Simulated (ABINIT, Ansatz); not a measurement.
# CsH (F-43m): third-order response

Wanted: vibrational spectra of CsH (F-43m) from linear and non-linear response.

Calculated with ABINIT 10.8.3; DFT LDA, scalar-relativistic, plane waves, PseudoDojo norm-conserving pseudopotentials.

Report form: the programs' logs are mostly left out.

The structure was built from a prototype and need not be the compound's stable phase.

## (1) The starting structure

Symmetry: F-43m, No. 216, cubic system. Conventional cell: a = 6.685 Å, b = 6.685 Å, c = 6.685 Å, α = 90.00°, β = 90.00°, γ = 90.00°. Nearest to Cs lie 4 H at 2.89 Å. Nearest to H lie 4 Cs at 2.89 Å. Farther neighbours are not listed.

## (2) Relaxation

The harmonic expansion needs vanishing forces, and a free crystal bears no stress, so cell and atoms are brought to rest. Stress is more sensitive to the basis than forces are: the last 3 Ha under the cutoff are smoothed with ecutsm, and the cutoff is raised above that of the later runs.

The starting cell comes from a relaxation made beforehand in Ansatz (LDA, PseudoDojo NC).

File relax.abi:

```
# relaxation
ionmov 2
optcell 2
dilatmx 1.08
ntime 40
tolmxf 1.0d-05
tolvrs 1.0d-14
prtwf 0
prtden 0
chksymtnons 0

# basis, mesh and filling
ecut 39.0
ecutsm 3.0
ngkpt 6 6 6
nshiftk 1
shiftk 0.0 0.0 0.0
istwfk *1
occopt 1
nband 5
nstep 100
diemac 9.0
prtebands 0
prtgsr 0

# cell and atoms
acell 8.933399116 8.933399116 8.933399116
rprim 
    0.0 0.7071067812 0.7071067812
    0.7071067812 0.0 0.7071067812
    0.7071067812 0.7071067812 0.0
ntypat 2
znucl 55 1
natom 2
typat 1 2
xred 
    0.0 0.0 0.0
    0.25 0.25 0.25
pp_dirpath "./pseudo"
pseudos "Cs.upf, H.upf"
```

Launch:

```
OMP_NUM_THREADS=1 mpirun -n 4 abinit relax.abi > relax.log
```

Wall time 9.8 s (4 MPI ranks of Arm Neoverse V2, shared host); 39 s of CPU time.

Little changed from the start: no atom moved by 0.005 Å and no cell edge by 0.1 %.

This step gave:

| Property | Result |
| --- | --- |
| volume per atom | 37.35 Å³ |
| pressure | -1.88e-4 GPa |

## (3) Ground state

First-order wavefunctions inherit every error of the ground state, hence the very tight tolvrs. The mesh is shifted off Γ, since shifted meshes converge sums over the zone faster.

File gs.abi:

```
# ground state
tolvrs 1.0d-16
prtden 1
prtwf 1

# basis, mesh and filling
ecut 31.0
ngkpt 4 4 4
nshiftk 4
shiftk 
    0.5 0.5 0.5
    0.5 0.0 0.0
    0.0 0.5 0.0
    0.0 0.0 0.5
istwfk *1
occopt 1
nband 5
nstep 100
diemac 9.0
prtebands 0
prtgsr 0

# cell and atoms
acell 8.933399116 8.933399116 8.933399116
rprim 
    0.0 0.7071067812 0.7071067812
    0.7071067812 0.0 0.7071067812
    0.7071067812 0.7071067812 0.0
ntypat 2
znucl 55 1
natom 2
typat 1 2
xred 
    0.0 0.0 0.0
    0.25 0.25 0.25
pp_dirpath "./pseudo"
pseudos "Cs.upf, H.upf"
```

Launch:

```
OMP_NUM_THREADS=1 mpirun -n 4 abinit gs.abi > gs.log
```

Elapsed: 5.2 s, on 4 MPI ranks.

Read from the output:

| Item | Value |
| --- | --- |
| pressure | -0.02108 GPa |

The cell stands at -0.021 GPa, close enough for phonons.

## (4) The gap at rest

Empty bands on the ground state's density check that the gap assumed so far is there in this cell.

File gap.abi:

```
# empty bands on the ground state's density
iscf -2
getden_filepath "gso_DEN"
tolwfr 1.0d-12
nbdbuf 2
prtwf 0

# basis, mesh and filling
ecut 31.0
ngkpt 6 6 6
nshiftk 1
shiftk 0.0 0.0 0.0
istwfk *1
occopt 1
nband 9
nstep 100
diemac 9.0
prtebands 0
prtgsr 0

# cell and atoms
acell 8.933399116 8.933399116 8.933399116
rprim 
    0.0 0.7071067812 0.7071067812
    0.7071067812 0.0 0.7071067812
    0.7071067812 0.7071067812 0.0
ntypat 2
znucl 55 1
natom 2
typat 1 2
xred 
    0.0 0.0 0.0
    0.25 0.25 0.25
pp_dirpath "./pseudo"
pseudos "Cs.upf, H.upf"
```

Launch:

```
OMP_NUM_THREADS=1 mpirun -n 4 abinit gap.abi > gap.log
```

Elapsed: 5.1 s, on 4 MPI ranks.

Read from the output:

- gap on the k-mesh: 2.446 eV

In this cell the gap on the mesh is 2.4 eV, indirect (smallest direct 2.5 eV), so fixed occupations hold.

## (5) Linear response at Γ

The derivative of the wavefunctions by k comes first, since the response to a field is built on it; then the field and the displacements that symmetry doesn't supply are solved at q = 0. By the 2n+1 theorem the first-order wavefunctions also give third derivatives: Raman tensors and the non-linear susceptibility.

It reads the wavefunctions written in step 3.

File dfpt_gamma.abi:

```
ndtset 3

# common to the responses
getwfk_filepath "gso_WFK"
kptopt 2
nqpt 1
qpt 0.0 0.0 0.0
asr 0
chneut 0

# d/dk
rfelfd1 2
rfdir1 1 1 1
iscf1 -3
tolwfr1 1.0d-20

# displacements, field
rfphon2 1
rfatpol2 1 2
rfdir2 1 1 1
rfelfd2 3
getddk2 1
tolvrs2 1.0d-10
prepanl2 1
prtden2 1

# third order
optdriver3 5
getden_filepath3 "gso_DEN"
get1den3 2
get1wf3 2
getddk3 1
d3e_pert1_elfd3 1
d3e_pert1_phon3 1
d3e_pert1_atpol3 1 2
d3e_pert1_dir3 1 1 1
d3e_pert2_elfd3 1
d3e_pert2_dir3 1 1 1
d3e_pert3_elfd3 1
d3e_pert3_dir3 1 1 1
usepead3 1
tolvrs3 1.0d-10

# basis, mesh and filling
ecut 31.0
ngkpt 4 4 4
nshiftk 4
shiftk 
    0.5 0.5 0.5
    0.5 0.0 0.0
    0.0 0.5 0.0
    0.0 0.0 0.5
istwfk *1
occopt 1
nband 5
nstep 100
diemac 9.0
prtebands 0
prtgsr 0

# cell and atoms
acell 8.933399116 8.933399116 8.933399116
rprim 
    0.0 0.7071067812 0.7071067812
    0.7071067812 0.0 0.7071067812
    0.7071067812 0.7071067812 0.0
ntypat 2
znucl 55 1
natom 2
typat 1 2
xred 
    0.0 0.0 0.0
    0.25 0.25 0.25
pp_dirpath "./pseudo"
pseudos "Cs.upf, H.upf"
```

Launch:

```
OMP_NUM_THREADS=1 mpirun -n 4 abinit dfpt_gamma.abi > dfpt_gamma.log
```

Elapsed: 3.9 min, on 4 MPI ranks.

Numbers from this step:

```yaml
miss_of_the_charge_sum_rule: 5.33e-5 e
largest_acoustic_frequency_at_the_zone_centre_before_the_sum_rule: 0.08 cm⁻¹
highest_optical_zone_centre_mode_no_lo_to_term: 541.5 cm⁻¹
lowest_optical_zone_centre_mode: 541.5 cm⁻¹
mean_high_frequency_dielectric_constant: 2.871
largest_born_charge_in_size_third_of_the_trace: 0.9891 e
```

Born charge (rows field, columns displacement), before the sum rule (e), principal values of the symmetric part by kind of site:

```tsv
atom	atoms with these values	low	middle	high	mean
Cs1	1	0.9891	0.9891	0.9891	0.9891
H2	1	-0.9890	-0.9890	-0.9890	-0.9890
```

In full for H2:

```
-0.9890  0.0000  0.0000
 0.0000 -0.9890  0.0000
 0.0000  0.0000 -0.9890
```

High-frequency dielectric tensor:

```
2.87 0.00 0.00
0.00 2.87 0.00
0.00 0.00 2.87
```

The acoustic modes at Γ come out as far as 0.1 cm⁻¹ from zero, where they should vanish, a small numerical error; the Born charges miss their sum rule by 5.3e-5 e, which is good.

## (6) Zone-centre analysis

anaddb reads the merged derivatives, imposes the acoustic sum rule and charge neutrality, and adds the LO-TO term along chosen directions.

File anaddb.abi:

```
ddb_filepath "gamma_DDB"
output_file "anaddb.abo"
outdata_prefix "anaddb"
asr 1
chneut 1
enunit 2
eivec 1
nph1l 1
qph1l 0.0 0.0 0.0 1.0
dieflag 1
nph2l 3
qph2l 
    1.0 0.0 0.0 0.0
    0.0 0.0 1.0 0.0
    1.0 1.0 1.0 0.0
nlflag 1
ramansr 1
alphon 1
prtmbm 1
```

File mrgddb.in:

```
gamma_DDB
merged
3
dfpt_gammao_DS2_DDB
dfpt_gammao_DS3_DDB
gso_DDB
```

Launch:

```
mrgddb < mrgddb.in > mrgddb.log
OMP_NUM_THREADS=1 anaddb anaddb.abi > anaddb.log
```

Elapsed: 0.72 s, on 1 thread.

Numbers from this step:

- miss of the charge sum rule: 5.30e-5 e
- mean static dielectric constant: 5.068
- highest mode moved by the LO-TO term: 719.4 cm⁻¹

No LO-TO term; unit eigenvectors of the mass-weighted matrix, from anaddb's displacements. Modes at Γ, with each element's share of the kinetic energy:

```tsv
mode	frequency (cm⁻¹)	symmetry	Cs %	H %
1	0.0	acoustic	99	1
2	0.0	acoustic	99	1
3	0.0	acoustic	99	1
4	541.5	T2	1	99
5	541.5	T2	1	99
6	541.5	T2	1	99
```

Displacements in mode 5 (541.5 cm⁻¹), the largest set to 1:
```
Cs1  0.00  0.01  0.00
H2   0.00 -1.00  0.00
```

Trace of the oscillator strength, degenerate modes summed. Infrared lines, with heights relative to the strongest:

```tsv
position (cm⁻¹)	lines merged	IR intensity, relative
542	3	100
```

From anaddb's Raman susceptibilities, degenerate modes summed; transverse modes, the longitudinal lines of polar modes are not listed. Raman lines, with heights relative to the strongest:

```tsv
position (cm⁻¹)	lines merged	Raman activity (Å⁴/amu), powder, relative
542	3	100
```

Static dielectric tensor (ions relaxed, fixed cell):

```
5.07 0.00 0.00
0.00 5.07 0.00
0.00 0.00 5.07
```

Non-linear optical d (pm/V). Tensor:

```tsv
field along	xx	yy	zz	yz	xz	xy
x	0	0	0	22.75	0	0
y	0	0	0	0	22.75	0
z	0	0	0	0	0	22.75
```

The rule moves no optical mode by more than 0.1 cm⁻¹.

## (7) Sum rules set otherwise (asr 0)

Without the rule the raw error of the acoustic modes shows.

Changes to anaddb.abi since step 6:

```diff
@@ -3,4 +3,4 @@
 outdata_prefix "anaddb"
-asr 1
-chneut 1
+asr 0
+chneut 0
 enunit 2
```

mrgddb.in is that of step 6.

Run time: 0.7 s. Hardware: 1 thread.

Zone-centre frequencies as printed; negative means imaginary. Modes:

```tsv
mode	frequency (cm⁻¹)
1	0.08
2	0.08
3	0.08
4	541.5
5	541.5
6	541.5
```

## (8) The same in Ansatz

The same cell, potentials and cutoff go through another code, on another k mesh. Its k mesh is centred on Γ.

This step: DFT LDA, scalar-relativistic, plane waves, PseudoDojo norm-conserving pseudopotentials (Ansatz 0.2.0).

File input.yaml:

```yaml
crystal:
  lattice:
    - [0.0, 3.3427421105, 3.3427421105]
    - [3.3427421105, 0.0, 3.3427421105]
    - [3.3427421105, 3.3427421105, 0.0]
  atoms:
    - { symbol: Cs, position: [0.0, 0.0, 0.0] }
    - { symbol: H, position: [0.25, 0.25, 0.25] }
kpoints:
  mp_grid: { grid: [6, 6, 6] }
hamiltonian:
  xc: lda
  pseudopotentials: { kind: nc, accuracy: standard }
scf:
  occupations: { method: fixed }
output:
  eigenvalues: true
basis:
  ecutwfc: 843.553
phonons:
  method: dfpt
  dielectric: true
  rigid_motions: translations
  raman: true
```

Launch:

```
ansatz run input.yaml --threads 4 --pin off --max-ram 8192MiB --backend cpu --events-out ev --progress --plain --runs-dir out
```

Run time: 53 s. Hardware: 4 threads; peak memory 0.99 GiB; 3.4 min of CPU time.

This step gave:

```yaml
sum_rule_residual_before_enforcement: 2.68e-5 eV/Å²
miss_of_the_charge_sum_rule: 1.60e-4 e
estimated_error_of_the_dielectric_tensor: 0.005750
estimated_error_of_the_born_charges: 0.009481 e
```

Transverse modes. Infrared lines, with heights relative to the strongest:

```tsv
position (cm⁻¹)	label	IR intensity ((D/Å)²/amu), degenerate modes summed, relative
542	T2	100
```

Activity x (w_L - w)^4 (n + 1)/w, 532 nm, 300 K. Raman lines, with heights relative to the strongest:

```tsv
position (cm⁻¹)	label	Stokes intensity, strongest 100
542	T2	100
```

## (9) Side by side: ABINIT PseudoDojo and Ansatz, PseudoDojo

Worked out from the results:

| Quantity | Value |
| --- | --- |
| root-mean-square difference | 0.03 cm⁻¹ |
| largest difference | 0.03 cm⁻¹ |

Frequencies side by side, by row:

```tsv
q (reciprocal lattice)	mode	ABINIT PseudoDojo (cm⁻¹)	Ansatz, PseudoDojo (cm⁻¹)
0 0 0	1	0	0
0 0 0	2	0	0
0 0 0	3	0	0
0 0 0	4	541.5	541.5
0 0 0	5	541.5	541.5
0 0 0	6	541.5	541.5
```

The two runs side by side. Further quantities:

```tsv
quantity	ABINIT PseudoDojo	Ansatz, PseudoDojo
mean ε∞	2.871	2.871
largest Born charge in size (e; the first before, the second after the charge sum rule)	0.989	0.989
summed IR intensity ((D/Å)²/amu)	67.68	67.68
summed Raman activity (Å⁴/amu)	545.7	623.7
```

At the zone centre the largest difference (acoustic modes at Γ apart) is 0.006 % of the highest mode; the summed Raman activity differs by 13 %.

## (10) Outcome

```
space group after relaxation                                           : F-43m
volume per atom                                                        : 37.4 Å³
highest optical zone-centre mode (no LO-TO term)                       : 541.5 cm⁻¹
highest mode moved by the LO-TO term                                   : 719.4 cm⁻¹
mean high-frequency dielectric constant                                : 2.87
largest Born charge in size (third of the trace)                       : 0.989 e
mean static dielectric constant                                        : 5.07
imaginary optical modes at the zone centre (no q mesh in this session) : none
largest difference from Ansatz, PseudoDojo                             : 0.03 cm⁻¹
```

**Reading.** The largest Raman activity of CsH (F-43m) lies at 542 cm⁻¹ and the strongest infrared line at 542 cm⁻¹ (transverse modes). At the LDA level the optical modes of CsH (F-43m) at the zone centre (no LO-TO term) lie at 542 cm⁻¹. Along the directions run, the highest mode that the macroscopic field moves lies at 719 cm⁻¹. Lattice motion raises the mean dielectric constant from 2.871 to 5.068. The Raman intensities rest on static tensors of the transverse modes; green light lies near or above this gap, where resonance changes them. The Lyddane-Sachs-Teller relation holds: (ωLO/ωTO)² is 1.76 and ε₀/ε∞ is 1.76. ABINIT PseudoDojo and Ansatz, PseudoDojo agree to 0.03 cm⁻¹ (0.006 % of the highest mode compared) on all solved modes but the acoustic ones at Γ, without the LO-TO term. These are harmonic frequencies at zero temperature: anharmonic shifts and linewidths and thermal expansion are left out. Spin-orbit coupling is left out, which can matter for the heavy elements here. Ansatz warns that the cutoff lies 16 % under the one recommended for these files; agreement at one cutoff is not convergence. The structure is a hypothetical one, built on a prototype.

[Host names and launcher messages were left out of these logs when they were recorded.]

[Logs are printed without paths, hosts, clocks, repeated set-up lines and the standing remarks that a program may print on its own settings, such as how far it seeks lower states.]

[Hosts, paths, dates, database ids (printed as entryN), source tags and the programs' standing remarks are cut or masked in the printed files.]
